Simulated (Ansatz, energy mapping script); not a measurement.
# CrP2S7 monolayer: exchange couplings from total energies (0.1 holes a magnetic atom)

Wanted: the magnetic order of CrP2S7 monolayer, its couplings and an estimate of its ordering temperature, by LDA+U (2.98 eV).

Calculated with Ansatz 0.2.0; LDA with U = 2.98 eV on Cr d, ortho-atomic projectors; plane waves, U on orthogonalised atomic orbitals unless named otherwise, collinear spin, no spin–orbit coupling.

**1. Set-up**

The cell holds 10 atoms: 1 Cr, 7 S and 2 P. Cell: a = 6.393 Å, b = 6.393 Å, c = 18.520 Å, α = 90.0°, β = 90.0°, γ = 95.7°. It derives from CrP2S7. one layer cut from the bulk crystal, unrelaxed, 15 A of vacuum. Vacuum lies along c.

The cell comes from a database of computed structures, and need not be the one that the compound takes in experiment.

This cell differs from the given one by: 0.1 holes a magnetic atom. The charge is balanced by a uniform background.

The U corrects the self-interaction that lets semilocal functionals spread d and f electrons too far. Its value here is typed, not computed.

**2. Seed run in the crystal's own cell**

A corrected shell can settle in several orbital fillings. One parallel run, with an occupation width a fifth wider than the orders use, therefore is to supply the occupation matrices. All orders start from them.

Input file input.yaml:

```yaml
crystal:
  lattice:
    - [6.392835054, 5.0e-09, 0.0]
    - [-0.640413, 6.360676946, 0.0]
    - [0.0, 0.0, 18.519958]
  atoms:
    - { symbol: Cr, position: [0.506891, 0.493109, 0.5], spin: 3.0 }
    - { symbol: S, position: [0.505147, 0.164364, 0.559537] }
    - { symbol: S, position: [0.209527, 0.547989, 0.576631] }
    - { symbol: S, position: [0.343746, 0.289627, 0.404969] }
    - { symbol: S, position: [0.710373, 0.656254, 0.595031] }
    - { symbol: S, position: [0.452011, 0.790473, 0.423369] }
    - { symbol: S, position: [0.835636, 0.494853, 0.440463] }
    - { symbol: P, position: [0.962503, 0.660889, 0.52683] }
    - { symbol: S, position: [0.015556, 0.984444, 0.5] }
    - { symbol: P, position: [0.339111, 0.037497, 0.47317] }
magnetization:
  spin_polarized: true
total_charge: 0.1
kpoints:
  mp_grid: { grid: [7, 7, 1] }
hamiltonian:
  xc: lda
  hubbard:
    sites: [{ species: Cr, l: d, u_eff: 2.98 }]
    projectors: ortho-atomic
scf:
  occupations: { method: fermi_dirac, width: 0.084 }
output:
  eigenvalues: true
```

On the command line:

```sh
> ansatz run input.yaml --threads 4 --pin off --max-ram 8192MiB --backend cpu --events-out ev --progress --plain --runs-dir out
```

Numbers of over 12 decimals in the logs are rounded to 6 here.

The log of the run:

```text
Engine: ansatz 0.2.0, aarch64-unknown-linux-gnu
Pseudopotentials: kind: paw
Pseudopotential: Cr, paw, valence charge 14, recommended cutoff 420 eV (normal), Cr.paw.azcp
Pseudopotential: S, paw, valence charge 6, recommended cutoff 420 eV (normal), S.paw.azcp
Pseudopotential: P, paw, valence charge 5, recommended cutoff 420 eV (normal), P.paw.azcp
Functional definition: SPW92
  exchange = slater_x
  correlation = pw_c
Crystal: 10 atoms, lattice volume = 753.073 Å³
Basis set: ecut = 420 eV, 14729 PW (Γ)
Bands: 45, of which v1, the nominal top of the filled ones, is band 33 counted from 1 (32 counted from 0)
Symmetry: 2 space group operations
Space group: C2 (ITA 5), of the structure as read, at distance tolerance 9.1e-5 Å
Magnetic group: BNS 5.13 (UNI 20), of the structure as read, at distance tolerance 9.1e-5 Å
k-points: 16 of 49 (time reversal used)
Non-local potential: Cr, projectors of the file, l = 0: 3, l = 1: 2, l = 2: 3, l = 3: 1
Non-local potential: S, projectors of the file, l = 0: 2, l = 1: 2, l = 2: 2
Non-local potential: P, projectors of the file, l = 0: 2, l = 1: 2, l = 2: 2
PAW form: soft (Blöchl's): semilocal exchange-correlation on the pseudo side does not see the compensation charge
PAW frozen core: Cr, regenerated for the run's functional, and the local potential with it (the file was generated under x = pbe(κ = 0.804, μ = 0.219515), c = pbe(β = 0.066725))
PAW frozen core: S, regenerated for the run's functional, and the local potential with it (the file was generated under x = pbe(κ = 0.804, μ = 0.219515), c = pbe(β = 0.066725))
PAW frozen core: P, regenerated for the run's functional, and the local potential with it (the file was generated under x = pbe(κ = 0.804, μ = 0.219515), c = pbe(β = 0.066725))
PAW one-centre angular grid: Cr, 590 points (default); XC on 64 Gauss nodes
PAW one-centre angular grid: S, 110 points (default); XC on 64 Gauss nodes
PAW one-centre angular grid: P, 110 points (default); XC on 64 Gauss nodes
Initial density: superposition of atomic densities (neutral atoms scaled as one to the charged cell's electrons: chi_scale 0, normalization atom)
Starting moments: Σ|m| = 3 μB on 1 of 10 sites
Initial wavefunctions: pseudopotential atomic-orbital guess
Functional: x = slater, c = lda
SCF iter   1: F=—  HF=-10864.248516 eV  |F-HF|=—  |Δ(HF+E_count)|=         —  Δρ=3.86e-2 (↑3.86e-2 ↓1.60e-2)  dr2=2.41e1  dr2_m=1.60e0  M=1.900 μB ∫|m|=2.650 μB  β_m=0.30  ethr=3.10e-3  ⟨swp⟩=11.7  Hψ=8531  notcnv=0
preconditioner: auto → none  [metal: Δε(μ)=0.044 eV  Ē_g=9.757 eV  σ=0.084 eV  W_gap=0.13  n_scr=74 (ndim 8)  ℏωp=10.3 eV  f_vac=0.654  D(μ)=4.11/eV (n_scr^D=8)  sad-step TF]
[...]
iter 23 met the thresholds in force, and the SCF goes on: an eigenvalue changes by 2.45 meV, over its tolerance of 1.00 meV (output.eigenvalues, Limitations)
SCF iter  23: F=-10861.067233 eV  HF=-10861.067233 eV  |F-HF|=1.05e-9  |Δ(HF+E_count)|=  8.22e-10  Δρ=2.71e-7 (↑2.71e-7 ↓5.00e-8)  dr2=1.19e-9  dr2_m=1.11e-10  M=1.958 μB ∫|m|=4.146 μB  β_m=1.00  ethr=3.04e-12  ⟨swp⟩=1.2  Hψ=3960  notcnv=0  κ⁻¹=8.6e-4(r=3)
SCF iter  24: F=-10861.067233 eV  HF=-10861.067233 eV  |F-HF|=5.89e-10  |Δ(HF+E_count)|=  2.55e-11  Δρ=1.52e-7 (↑1.52e-7 ↓5.74e-8)  dr2=6.37e-10  dr2_m=2.79e-11  M=1.958 μB ∫|m|=4.146 μB  ethr=1.81e-12  ⟨swp⟩=1.0  Hψ=3610  notcnv=0
SCF 1 converged in 24 iterations: F = -10861.067233 eV  dr2 = 6.37e-10
[...]
SCF converged after 24 iterations
an eigenvalue changed by more than its tolerance at an iteration that met the thresholds in force, so the SCF went on 5 times, its first undamped step at iteration 20: the last check found none over its tolerance
Magnetization: 1.9583 μB (33.9291 up, 31.9709 down)
Absolute magnetization: 4.1441 μB (∫|ρ↑−ρ↓|, with the PAW one-centre terms)
Spin contamination: 0.8254 ħ² per cell (⟨S²⟩ above its minimum at these occupations)
Per-site moments (μB) at R_I (Å): [(2.639793, 0.976640), (-0.112313, 0.842390), (-0.078498, 0.834613), (-0.087460, 0.843828), (-0.087460, 0.843828), (-0.078498, 0.834613), (-0.112313, 0.842390), (0.011645, 0.834613), (-0.035061, 0.875025), (0.011645, 0.834613)]
Free energy (F): -10861.067233 eV
Harris-Foulkes:  -10861.067233 eV  (|F-HF|=5.89e-10)
Internal energy: -10860.959116 eV  (E = F + TS)
E sigma→0 (E₀):  -10861.013175 eV
Entropy (-TS):   -0.108116 eV (-10.812 meV/atom)
Fermi energy:    -3.626156 eV
--- Per-component energies (eV) ---
  E_band       = -948.971063
  E_kinetic    = 1232.237422
  E_local      = -21886.666865  (includes V_loc(G=0)·N_el)
  E_nonlocal   = 360.978188
  E_hartree    = 10275.123628
  E_xc         = -929.491521
  E_vxc        = -906.850756  (∫ρ·V_xc dr)
  E_hubbard    = 2.005159  (on-site DFT+U / exact-exchange correction)
  E_vhub       = -3.136609  (the Hubbard potential's part of the band-sum identity)
  E_paw        = -6203.255449  (= ΣΔE_a)
  E_vpaw       = -295.780774  (= ΣTr[D̂ρ^β])
  E_aug_tail   = 0.000374  (compensation charges beyond the density's cutoff)
  E_ewald      = 6286.437737
  E_core_change = 1.672210  (= ΣΔE_core)
  E_smearing   = -0.108116  (= −TS)
  E_closure    = 0.000000  (closes the sum)
  E_deformation_potential = 0.323496  (in the stress; not in F)
  Σ components = -10861.067233   (vs F -10861.067233, Δ=0.00e0)
--- Band table (eV; the first three rows and the last of 32) ---
  k-point 0 ↑: bands = [... 29 lower, -4.2840, -4.1889, -4.0756, -4.0492, -3.5522, -3.5236, -1.5327, -1.2823, ... 8 higher]
  k-point 1 ↑: bands = [... 29 lower, -4.2982, -4.2322, -4.1259, -3.9980, -3.6226, -3.5033, -1.6158, -1.2866, ... 8 higher]
  k-point 2 ↑: bands = [... 29 lower, -4.4693, -4.2330, -4.0978, -3.9580, -3.7186, -3.4767, -1.7992, -1.2906, ... 8 higher]
  k-point 15 ↓: bands = [... 29 lower, -4.2055, -4.0812, -4.0223, -1.0735, -0.9189, -0.6086, -0.4358, -0.3674, ... 8 higher]
Occupation matrices written to <dir>
```

It took 74 s on 4 threads of Arm Neoverse V2, shared host; peak memory 1.7 GiB.

The column dr2 measures how far the density is from self-consistency, as an energy; F and HF (Harris–Foulkes) agree once it is small.

Read from the output:

```yaml
final_state: ferromagnetic
electrons_in_the_corrected_shells: 4.797 e
largest_moment: 2.64 μB
```

**3. Parallel start in cell A (20 atoms)**

Each cell gets its own parallel run on the same mesh, so that most of the mesh error cancels in the differences.

Input file input.yaml:

```yaml
crystal:
  lattice:
    - [6.392835054, 5.0e-09, 0.0]
    - [-1.280826, 12.721353892, 0.0]
    - [0.0, 0.0, 18.519958]
  atoms:
    - { symbol: Cr, position: [0.506891, 0.2465545, 0.5], spin: 3.0 }
    - { symbol: Cr, position: [0.506891, 0.7465545, 0.5], spin: 3.0 }
    - { symbol: S, position: [0.505147, 0.082182, 0.559537] }
    - { symbol: S, position: [0.505147, 0.582182, 0.559537] }
    - { symbol: S, position: [0.209527, 0.2739945, 0.576631] }
    - { symbol: S, position: [0.209527, 0.7739945, 0.576631] }
    - { symbol: S, position: [0.343746, 0.1448135, 0.404969] }
    - { symbol: S, position: [0.343746, 0.6448135, 0.404969] }
    - { symbol: S, position: [0.710373, 0.328127, 0.595031] }
    - { symbol: S, position: [0.710373, 0.828127, 0.595031] }
    - { symbol: S, position: [0.452011, 0.3952365, 0.423369] }
    - { symbol: S, position: [0.452011, 0.8952365, 0.423369] }
    - { symbol: S, position: [0.835636, 0.2474265, 0.440463] }
    - { symbol: S, position: [0.835636, 0.7474265, 0.440463] }
    - { symbol: P, position: [0.962503, 0.3304445, 0.52683] }
    - { symbol: P, position: [0.962503, 0.8304445, 0.52683] }
    - { symbol: S, position: [0.015556, 0.492222, 0.5] }
    - { symbol: S, position: [0.015556, 0.992222, 0.5] }
    - { symbol: P, position: [0.339111, 0.0187485, 0.47317] }
    - { symbol: P, position: [0.339111, 0.5187485, 0.47317] }
magnetization:
  spin_polarized: true
total_charge: 0.2
kpoints:
  mp_grid: { grid: [7, 4, 1] }
hamiltonian:
  xc: lda
  hubbard:
    sites:
      - { species: Cr, l: d, u_eff: 2.98 }
      - { site: 0, l: d, u_eff: 2.98, starting_ns: [{ spin: up, occupation_matrix: cr1_major }, { spin: down, occupation_matrix: cr1_minor }] }
      - { site: 1, l: d, u_eff: 2.98, starting_ns: [{ spin: up, occupation_matrix: cr1_major }, { spin: down, occupation_matrix: cr1_minor }] }
    projectors: ortho-atomic
    occupation_matrices:
      cr1_major:
        matrix:
          - [0.923, 0.077, 0.085, 0.005, -0.049]
          - [0.077, 0.695, -0.044, -0.148, 0.062]
          - [0.085, -0.044, 0.686, 0.118, 0.097]
          - [0.005, -0.148, 0.118, 0.735, -0.014]
          - [-0.049, 0.062, 0.097, -0.014, 0.87]
      cr1_minor:
        matrix:
          - [0.098, -0.047, -0.052, -0.003, 0.029]
          - [-0.047, 0.227, 0.037, 0.079, -0.037]
          - [-0.052, 0.037, 0.235, -0.063, -0.056]
          - [-0.003, 0.079, -0.063, 0.197, 0.007]
          - [0.029, -0.037, -0.056, 0.007, 0.132]
scf:
  occupations: { method: fermi_dirac, width: 0.07 }
output:
  eigenvalues: true
```

The log of the run:

```text
[...]
Crystal: 20 atoms, lattice volume = 1506.145 Å³
Basis set: ecut = 420 eV, 29459 PW (Γ)
Bands: 89, of which v1, the nominal top of the filled ones, is band 66 counted from 1 (65 counted from 0)
Symmetry: 2 space group operations
[...]
k-points: 15 of 28 (time reversal used)
[...]
Starting moments: Σ|m| = 6 μB on 2 of 20 sites
[...]
SCF iter   1: F=—  HF=-21729.112033 eV  |F-HF|=—  |Δ(HF+E_count)|=         —  Δρ=3.94e-2 (↑3.94e-2 ↓1.59e-2)  dr2=4.93e1  dr2_m=3.41e0  M=3.800 μB ∫|m|=5.150 μB  β_m=0.30  ethr=3.10e-3  ⟨swp⟩=8.7  Hψ=14047  notcnv=0  defer=86
[...]
SCF iter  23: F=-21722.101613 eV  HF=-21722.101613 eV  |F-HF|=1.10e-9  |Δ(HF+E_count)|=  5.06e-10  Δρ=1.11e-7 (↑1.11e-7 ↓5.09e-8)  dr2=1.17e-9  dr2_m=1.95e-11  M=3.858 μB ∫|m|=8.341 μB  ethr=1.61e-12  ⟨swp⟩=1.2  Hψ=6248  notcnv=0
SCF 1 converged in 23 iterations: F = -21722.101613 eV  dr2 = 1.17e-9
[...]
SCF converged after 23 iterations
[...]
Magnetization: 3.8580 μB (67.8290 up, 63.9710 down)
Absolute magnetization: 8.3373 μB (∫|ρ↑−ρ↓|, with the PAW one-centre terms)
[...]
Per-site moments (μB) at R_I (Å): [(2.637582, 0.976640), (2.637582, 0.976640), (-0.115796, 0.842390), (-0.115796, 0.842390), (-0.080772, 0.834613), (-0.080772, 0.834613), (-0.087667, 0.843828), (-0.087667, 0.843828), (-0.087665, 0.843828), (-0.087665, 0.843828), (-0.080775, 0.834613), (-0.080775, 0.834613), (-0.115795, 0.842390), (-0.115795, 0.842390), (0.011759, 0.834613), (0.011759, 0.834613), (-0.037152, 0.875025), (-0.037152, 0.875025), (0.011759, 0.834613), (0.011759, 0.834613)]
Free energy (F): -21722.101613 eV
[...]
Internal energy: -21721.953670 eV  (E = F + TS)
E sigma→0 (E₀):  -21722.027641 eV
Entropy (-TS):   -0.147943 eV (-7.397 meV/atom)
Fermi energy:    -3.631568 eV
[...]
--- Specified on-site occupations, and those of the state reported ---
  electrons in the specified blocks: 9.5960 specified, 9.5939 found
  site 0 (l=d) ↑: largest change of an orbital's occupation 0.0025; electrons 3.9090 specified, 3.9068 found; spectral distance 0.0035
[...]
site 0 (l=d) ↓: largest change of an orbital's occupation 0.0010; electrons 0.8890 specified, 0.8901 found; spectral distance 0.0010
[...]
--- Band table (eV; the first three rows and the last of 30) ---
  k-point 0 ↑: bands = [... 62 lower, -4.0741, -4.0480, -3.9997, -3.9362, -3.7958, -3.5519, -3.5217, -3.4398, ... 19 higher]
  k-point 1 ↑: bands = [... 62 lower, -4.1197, -4.0567, -4.0051, -3.9379, -3.7624, -3.6092, -3.5045, -3.4550, ... 19 higher]
  k-point 2 ↑: bands = [... 62 lower, -4.1091, -4.1091, -3.9633, -3.9633, -3.6975, -3.6975, -3.4829, -3.4829, ... 19 higher]
  k-point 14 ↓: bands = [... 62 lower, -3.9944, -3.9272, -1.3085, -1.1924, -0.7661, -0.7480, -0.5981, -0.5179, ... 19 higher]
Occupation matrices written to <dir>
```

Elapsed: 4.6 min, on 4 threads; peak memory 5.1 GiB; 18 min of CPU time.

Spin moment in the sphere by atom:

```
atom  spin moment in the sphere (μB)
 Cr1                            2.64
 Cr2                            2.64
  S3                           -0.12
  S4                           -0.12
  S5                           -0.08
  S6                           -0.08
  S7                           -0.09
  S8                           -0.09
  S9                           -0.09
 S10                           -0.09
 S11                           -0.08
 S12                           -0.08
 S13                           -0.12
 S14                           -0.12
 P15                            0.01
 P16                            0.01
 S17                           -0.04
 S18                           -0.04
 P19                            0.01
 P20                            0.01
```

The run ends ferromagnetic.

**4. Run 2 (compensated +−; cell A, 20 atoms)**

This order reverses 2 of the 4 neighbours at 6.39 Å, counted for an average magnetic atom.

input.yaml: that of step 3 with these lines changed.

```diff
@@ -7,3 +7,3 @@
     - { symbol: Cr, position: [0.506891, 0.2465545, 0.5], spin: 3.0 }
-    - { symbol: Cr, position: [0.506891, 0.7465545, 0.5], spin: 3.0 }
+    - { symbol: Cr, position: [0.506891, 0.7465545, 0.5], spin: -3.0 }
     - { symbol: S, position: [0.505147, 0.082182, 0.559537] }
@@ -37,3 +37,3 @@
       - { site: 0, l: d, u_eff: 2.98, starting_ns: [{ spin: up, occupation_matrix: cr1_major }, { spin: down, occupation_matrix: cr1_minor }] }
-      - { site: 1, l: d, u_eff: 2.98, starting_ns: [{ spin: up, occupation_matrix: cr1_major }, { spin: down, occupation_matrix: cr1_minor }] }
+      - { site: 1, l: d, u_eff: 2.98, starting_ns: [{ spin: up, occupation_matrix: cr1_minor }, { spin: down, occupation_matrix: cr1_major }] }
     projectors: ortho-atomic
```

The log of the run:

```text
[...]
Crystal: 20 atoms, lattice volume = 1506.145 Å³
Basis set: ecut = 420 eV, 29459 PW (Γ)
Bands: 89, of which v1, the nominal top of the filled ones, is band 66 counted from 1 (65 counted from 0)
Symmetry: 1 space group operations
[...]
k-points: 15 of 28 (time reversal used)
[...]
Starting moments: Σ|m| = 6 μB on 2 of 20 sites
Starting magnetic order: antiferromagnet; a translation exchanges its spin sublattices: spin-degenerate at every k-point
[...]
SCF iter   1: F=—  HF=-21729.086314 eV  |F-HF|=—  |Δ(HF+E_count)|=         —  Δρ=3.01e-2 (↑3.01e-2 ↓3.01e-2)  dr2=4.96e1  dr2_m=3.42e0  M=-0.000 μB ∫|m|=5.104 μB  β_m=0.30  ethr=3.10e-3  ⟨swp⟩=8.2  Hψ=14009  notcnv=0  defer=288
[...]
SCF iter  34: F=-21722.022922 eV  HF=-21722.022922 eV  |F-HF|=5.68e-10  |Δ(HF+E_count)|=  2.84e-10  Δρ=9.02e-8 (↑6.86e-8 ↓9.02e-8)  dr2=7.50e-10  dr2_m=1.50e-11  M=0.000 μB ∫|m|=7.725 μB  ethr=1.00e-12  ⟨swp⟩=1.1  Hψ=6220  notcnv=0
SCF 1 converged in 34 iterations: F = -21722.022922 eV  dr2 = 7.50e-10
[...]
SCF converged after 34 iterations
[...]
Magnetization: 0.0000 μB (65.9000 up, 65.9000 down)
Absolute magnetization: 7.7234 μB (∫|ρ↑−ρ↓|, with the PAW one-centre terms)
[...]
Per-site moments (μB) at R_I (Å): [(2.640113, 0.976640), (-2.640113, 0.976640), (-0.051977, 0.842390), (0.051977, 0.842390), (-0.072090, 0.834613), (0.072091, 0.834613), (-0.067566, 0.843828), (0.067566, 0.843828), (-0.076622, 0.843828), (0.076621, 0.843828), (-0.048905, 0.834613), (0.048905, 0.834613), (-0.102645, 0.842390), (0.102646, 0.842390), (0.010743, 0.834613), (-0.010743, 0.834613), (-0.010767, 0.875025), (0.010767, 0.875025), (0.00323149, 0.834613), (-0.0032315, 0.834613)]
Free energy (F): -21722.022922 eV
[...]
Internal energy: -21721.830612 eV  (E = F + TS)
E sigma→0 (E₀):  -21721.926767 eV
Entropy (-TS):   -0.192310 eV (-9.615 meV/atom)
Fermi energy:    -3.665426 eV
[...]
--- Specified on-site occupations, and those of the state reported ---
  electrons in the specified blocks: 9.5960 specified, 9.5905 found
[...]
--- Band table (eV; the first three rows and the last of 30) ---
  k-point 0 ↑: bands = [... 62 lower, -4.0894, -3.9890, -3.8973, -3.6545, -3.5226, -1.7660, -1.4333, -1.3243, ... 19 higher]
  k-point 1 ↑: bands = [... 62 lower, -4.0770, -3.9903, -3.8585, -3.6959, -3.5325, -1.7583, -1.4085, -1.3224, ... 19 higher]
  k-point 2 ↑: bands = [... 62 lower, -4.0719, -3.9911, -3.8011, -3.7597, -3.5411, -1.7505, -1.3911, -1.3198, ... 19 higher]
  k-point 14 ↓: bands = [... 62 lower, -4.0041, -3.9749, -3.8727, -3.7796, -3.6030, -1.8891, -1.5799, -1.1524, ... 19 higher]
Occupation matrices written to <dir>
```

Elapsed: 6.3 min, on 4 threads; peak memory 5.1 GiB.

Spin moment in the sphere by atom:

```
atom  spin moment in the sphere (μB)
 Cr1                            2.64
 Cr2                           -2.64
  S3                           -0.05
  S4                            0.05
  S5                           -0.07
  S6                            0.07
  S7                           -0.07
  S8                            0.07
  S9                           -0.08
 S10                            0.08
 S11                           -0.05
 S12                            0.05
 S13                           -0.10
 S14                            0.10
 P15                            0.01
 P16                           -0.01
 S17                           -0.01
 S18                            0.01
 P19                            0.00
 P20                            0.00
```

The run ends antiferromagnetic, 50.44 meV a magnetic atom above the parallel order of its cell (energies taken at zero occupation width, not the printed F).

(Part 1 of 2 ends here.)

[Logs and program files are shortened in this print: banners, set-up blocks, solver, clock and traceback lines can be left out without a mark of their own.]

[Logs are printed without paths, hosts, clocks, repeated set-up lines and the standing remarks that a program may print on its own settings, such as how far it seeks lower states.]

[Hosts, paths, dates, database ids (printed as entryN), source tags and the programs' standing remarks are cut or masked in the printed files.]

[Where a cell is said to come from a database of computed structures, the database is the Materials Project.]
